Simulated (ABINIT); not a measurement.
# Quasiparticle gap of PbF2 (Fluorocronite) in ABINIT

How does a plane-wave GW calculation on PbF2 (Fluorocronite) run from the first input to the gap?

Main program and level: ABINIT 10.8.3; LDA and many-body steps on it, plane waves.

The database entry behind the starting cell differs from later determinations by our own check (0.1 to 0.3 % short, probably kX units), so it need not match the best structure at ambient conditions.

**1. The structure**

It takes space group Fm-3m (No. 225, cubic). Conventional cell: a = 5.927 Å, b = 5.927 Å, c = 5.927 Å, α = 90.00°, β = 90.00°, γ = 90.00°. Nearest to Pb lie 8 F at 2.57 Å. Nearest to F lie 4 Pb at 2.57 Å. Farther neighbours and most contacts between anions are not listed.

The cell and positions come from the Crystallography Open Database and are kept as given unless a step says otherwise. This is not the form that PbF2 usually takes at ambient conditions. Spin-orbit coupling is left out unless a step names it.

**2. Ground state**

This step: ABINIT 10.8.3; DFT, LDA, plane waves, norm-conserving pseudopotentials.

The ground-state density comes first.

File run.abi:

```
acell 3*1.0 Angstrom
rprim 
  -0.000000000000 2.963660000000 2.963660000000
  2.963660000000 0.000000000000 2.963660000000
  2.963660000000 2.963660000000 -0.000000000000
ntypat 2
znucl 82 9
natom 3
typat 1 2 2
xred 
  0.000000000000 0.000000000000 0.000000000000
  0.250000000000 0.250000000000 0.250000000000
  0.750000000000 0.750000000000 0.750000000000
pp_dirpath "pseudos"
pseudos "Pb.upf, F.upf"
ecut 36
ngkpt 6 6 6
nshiftk 1
shiftk 0 0 0
kptopt 1
chksymbreak 0
nband 23
occopt 1
tolvrs 1e-10
nstep 60
prtwf 0
optforces 0
optstress 0
indata_prefix "in"
outdata_prefix "out"
tmpdata_prefix "tmp"
```

Launch:

```console
> OMP_NUM_THREADS=1 mpirun -n 4 abinit run.abi > log
```

Numbers of over 12 decimals in the logs are rounded to 6 here.

What it wrote:

```text
.Version 10.8.3 of ABINIT. v10.8.2 released Aug 2026.

 Symmetries : space group Fm -3 m (#225); Bravais cF (face-center cubic)
================================================================================
 Values of the parameters that define the memory need of the present run
     intxc =       0    ionmov =       0      iscf =       7    lmnmax =       6
     lnmax =       6     mgfft =      45  mpssoang =       3    mqgrid =    3001
     natom =       3  nloc_mem =       1    nspden =       1   nspinor =       1
    nsppol =       1      nsym =      48    n1xccc =    2501    ntypat =       2
    occopt =       1   xclevel =       1
-    mband =          23        mffmem =           1         mkmem =           4
       mpw =        3641          nfft =       91125          nkpt =          16
================================================================================
  Rough estimation (10% accuracy) of disk space for files :
================================================================================

--------------------------------------------------------------------------------
------------- Echo of variables that govern the present computation ------------
--------------------------------------------------------------------------------
 -outvars: echo values of preprocessed input variables --------
            acell      1.8897261259E+00  1.8897261259E+00  1.8897261259E+00 Bohr

      chksymbreak           0
             ecut      3.60000000E+01 Hartree
-          fftalg         312

              ixc       -1012
              kpt      0.00000000E+00  0.00000000E+00  0.00000000E+00
                       1.66666667E-01  0.00000000E+00  0.00000000E+00
                       3.33333333E-01  0.00000000E+00  0.00000000E+00
                       5.00000000E-01  0.00000000E+00  0.00000000E+00
                       1.66666667E-01  1.66666667E-01  0.00000000E+00
                       3.33333333E-01  1.66666667E-01  0.00000000E+00
                       5.00000000E-01  1.66666667E-01  0.00000000E+00
                      -3.33333333E-01  1.66666667E-01  0.00000000E+00
                      -1.66666667E-01  1.66666667E-01  0.00000000E+00
   [... 5 further rows ...]
                      -3.33333333E-01  3.33333333E-01  1.66666667E-01
                      -3.33333333E-01  5.00000000E-01  1.66666667E-01
         kptrlatt        6    0    0      0    6    0      0    0    6
          kptrlen      4.75218670E+01
P           mkmem           4
            natom           3
            nband          23
            ngfft          45      45      45
             nkpt          16
            nstep          60
             nsym          48
           ntypat           2
              occ      2.000000  2.000000  2.000000  2.000000  2.000000  2.000000
                       2.000000  2.000000  2.000000  2.000000  2.000000  2.000000
                       2.000000  2.000000  2.000000  2.000000  2.000000  2.000000
                       0.000000  0.000000  0.000000  0.000000  0.000000
        optforces           0
        optstress           0
            prtwf           0
            rprim     -0.0000000000E+00  2.9636600000E+00  2.9636600000E+00
[...]
spgroup         225

           tolvrs      1.00000000E-10

             xred      0.0000000000E+00  0.0000000000E+00  0.0000000000E+00
[...]
znucl       82.00000    9.00000

================================================================================

 chkinp: Checking input parameters for consistency.

================================================================================
== DATASET  1 ==================================================================
-   mpi_nproc: 4, omp_nthreads: 1 (-1 if OMP is not activated)

--- !DatasetInfo
iteration_state: {dtset: 1, }
dimensions: {natom: 3, nkpt: 16, mband: 23, nsppol: 1, nspinor: 1, nspden: 1, mpw: 3641, }
cutoff_energies: {ecut:  36.0, pawecutdg:  -1.0, }
electrons: {nelect:   3.60000000E+01, charge:   0.00000000E+00, occopt:   1.00000000E+00, tsmear:   1.00000000E-02, }

 Real(R)+Recip(G) space primitive vectors, cartesian coordinates (Bohr,Bohr^-1):
 R(1)=  0.0000000  5.6005057  5.6005057  G(1)= -0.0892777  0.0892777  0.0892777
 R(2)=  5.6005057  0.0000000  5.6005057  G(2)=  0.0892777 -0.0892777  0.0892777
 R(3)=  5.6005057  5.6005057  0.0000000  G(3)=  0.0892777  0.0892777 -0.0892777
 Unit cell volume ucvol=  3.5132717E+02 bohr^3
 Angles (23,13,12)=  6.00000000E+01  6.00000000E+01  6.00000000E+01 degrees

 getcut: wavevector=  0.0000  0.0000  0.0000  ngfft=  45  45  45
         ecut(hartree)=     36.000   => boxcut(ratio)=   2.05681

--- Pseudopotential description ------------------------------------------------
- Pb Generated using ONCVPSP code by D. R. Hamann
- 82.00000  22.00000  180309                  znucl, zion, pspdat
12 -1012 2 -1 1638                            pspcod,pspxc,lmax,lloc,mmax
     nproj     2     2     2
  pspatm : epsatm=   27.30978712
         --- l  ekb(1:nproj) -->
[...]
pspatm: atomic psp has been read  and splines computed

- F Generated using ONCVPSP code by D. R. Hamann
-  9.00000   7.00000  201202                  znucl, zion, pspdat
12 -1012 2 -1 824                             pspcod,pspxc,lmax,lloc,mmax
     nproj     2     2     1
  pspatm : epsatm=    4.94580260
         --- l  ekb(1:nproj) -->
[...]
2   -2.364936
 pspatm: atomic psp has been read  and splines computed

   1.33925012E+03                                ecore*ucvol(ha*bohr**3)
--------------------------------------------------------------------------------

_setup2: Arith. and geom. avg. npw (full set) are    3625.958    3625.943

================================================================================

--- !BeginCycle
iteration_state: {dtset: 1, }
solver: {iscf: 7, nstep: 60, nline: 4, wfoptalg: 0, }
tolerances: {tolvrs: 1.00E-10, }

     iter   Etot(hartree)      deltaE(h)  residm     vres2
 ETOT  1  -258.68336543141    -2.587E+02 1.116E-01 5.635E+02
 ETOT  2  -258.73457732552    -5.121E-02 2.203E-03 6.966E+02
 ETOT  3  -258.94462520182    -2.100E-01 5.459E-03 2.708E+01
 ETOT  4  -258.94984101928    -5.216E-03 4.674E-04 9.267E-01
 ETOT  5  -258.95003089192    -1.899E-04 1.539E-04 6.645E-02
 ETOT  6  -258.95004318875    -1.230E-05 1.157E-04 4.161E-03
 ETOT  7  -258.95004369958    -5.108E-07 3.422E-05 4.118E-05
 ETOT  8  -258.95004370284    -3.266E-09 2.974E-05 2.058E-05
 ETOT  9  -258.95004370528    -2.438E-09 8.522E-06 5.643E-08
 ETOT 10  -258.95004370528     1.421E-12 8.000E-06 1.656E-10
 ETOT 11  -258.95004370528     1.990E-12 2.195E-06 3.781E-13

 At SCF step   11       vres2   =  3.78E-13 < tolvrs=  1.00E-10 =>converged.

--- !ResultsGS
iteration_state: {dtset: 1, }
comment   : Summary of ground state results
lattice_vectors:
- [ -0.0000000,   5.6005057,   5.6005057, ]
- [  5.6005057,   0.0000000,   5.6005057, ]
- [  5.6005057,   5.6005057,  -0.0000000, ]
lattice_lengths: [   7.92031,    7.92031,    7.92031, ]
lattice_angles: [ 60.000,  60.000,  60.000, ] # degrees, (23, 13, 12)
lattice_volume:   3.5132717E+02
convergence: {deltae:  1.990E-12, res2:  3.781E-13, residm:  2.195E-06, diffor:  0.000E+00, }
etotal    :  -2.58950044E+02
entropy   :   0.00000000E+00
fermie    :   1.13805161E-01
cartesian_stress_tensor: null
pressure_GPa: null
xred      :
- [  0.0000E+00,   0.0000E+00,   0.0000E+00, Pb]
- [  2.5000E-01,   2.5000E-01,   2.5000E-01,  F]
- [  7.5000E-01,   7.5000E-01,   7.5000E-01,  F]
cartesian_forces: null
force_length_stats: {min: null, max: null, mean: null, }

 Integrated electronic density in atomic spheres:
 ------------------------------------------------
 Atom  Sphere_radius  Integrated_density
[...]
2        2.00000          6.97017839
    3        2.00000          6.97017839
================================================================================

 ----iterations are completed or convergence reached----

 Mean square residual over all n,k,spin=   70.978E-10; max=  21.948E-07
 reduced coordinates (array xred) for    3 atoms
       0.000000000000      0.000000000000      0.000000000000
       0.250000000000      0.250000000000      0.250000000000
       0.750000000000      0.750000000000      0.750000000000
 rms dE/dt=  0.0000E+00; max dE/dt=  0.0000E+00; dE/dt below (all hartree)
    1       0.000000000000      0.000000000000      0.000000000000
    2       0.000000000000      0.000000000000      0.000000000000
    3       0.000000000000      0.000000000000      0.000000000000

 cartesian coordinates (angstrom) at end:
    1      0.000000     0.000000     0.000000
    2      1.481830     1.481830     1.481830
    3      4.445490     4.445490     4.445490
 length scales=  1.889726125908  1.889726125908  1.889726125908 bohr
              =  1.000000000000  1.000000000000  1.000000000000 angstroms
 prteigrs : about to open file out_EIG
 Fermi (or HOMO) energy (hartree) =   0.11381   Average Vxc (hartree)=  -0.38140
 Eigenvalues (hartree) for nkpt=  16  k points:
 kpt#   1, nband= 23, wtk=  0.00463, kpt=  0.0000  0.0000  0.0000 (reduced coord)
  -4.92955   -2.78141   -2.78141   -2.78141   -0.64388   -0.61929   -0.40908   -0.40908
  -0.40908   -0.40637   -0.40637   -0.05830    0.02409    0.02409    0.02409    0.04242
   0.04242    0.04242    0.35779    0.35779    0.35779    0.49294    0.66283
 prteigrs : prtvol=0 or 1, do not print more k-points.

--- !EnergyTerms
iteration_state     : {dtset: 1, }
comment             : Components of total free energy in Hartree
kinetic             :  9.10155531209341E+01
hartree             :  7.51447032068808E+01
xc                  : -4.44651075842076E+01
Ewald energy        : -1.45932182949791E+02
psp_core            :  3.81197427934075E+00
local_psp           : -2.46655539083299E+02
non_local_psp       :  8.13055530486328E+00
total_energy        : -2.58950043705278E+02
total_energy_eV     : -7.04638965767798E+03
band_energy         : -3.28860802411705E+01

== END DATASET(S) ==============================================================
================================================================================

 -outvars: echo values of variables after computation  --------
           etotal     -2.5895004371E+02
            nband          23
             nkpt          16
          spgroup         225
 [... the other variables as echoed above ...]

 Calculation completed.
```

Elapsed: 18 s, on 4 MPI ranks of Arm Neoverse V1, shared host; peak memory 0.36 GiB.

This step gave:

- total energy: -7046.3897 eV
- gap: 4.297 eV
- k of the valence top: -0.3333, 0.3333, 0.1667
- k of the conduction bottom: 0.5, 0.5, 0
- least direct gap: 4.434 eV

The gap is indirect, with the least direct gap 0.14 eV higher.

(Part 1 of 3 ends here.)

[Paths, hosts, dates, memory and timing lines, banners, echoed tables and standing remarks are left out of the program output.]

[Logs are printed without paths, hosts, clocks, repeated set-up lines and the standing remarks that a program may print on its own settings, such as how far it seeks lower states.]

[Runs of the session that timed out or met a known fault of the program may be left out.]

[Hosts, paths, dates, database ids (printed as entryN), source tags and the programs' standing remarks are cut or masked in the printed files.]

[G0W0 gaps are taken among the corrected bands and points alone; a level outside them can change the order at an edge.]

[Where Ansatz stands beside ABINIT at settings called matched, ABINIT's density can come from a denser mesh and the files from another edition; pairs whose starting gaps differed by over 0.03 eV were left out, so agreement reads better than it is.]
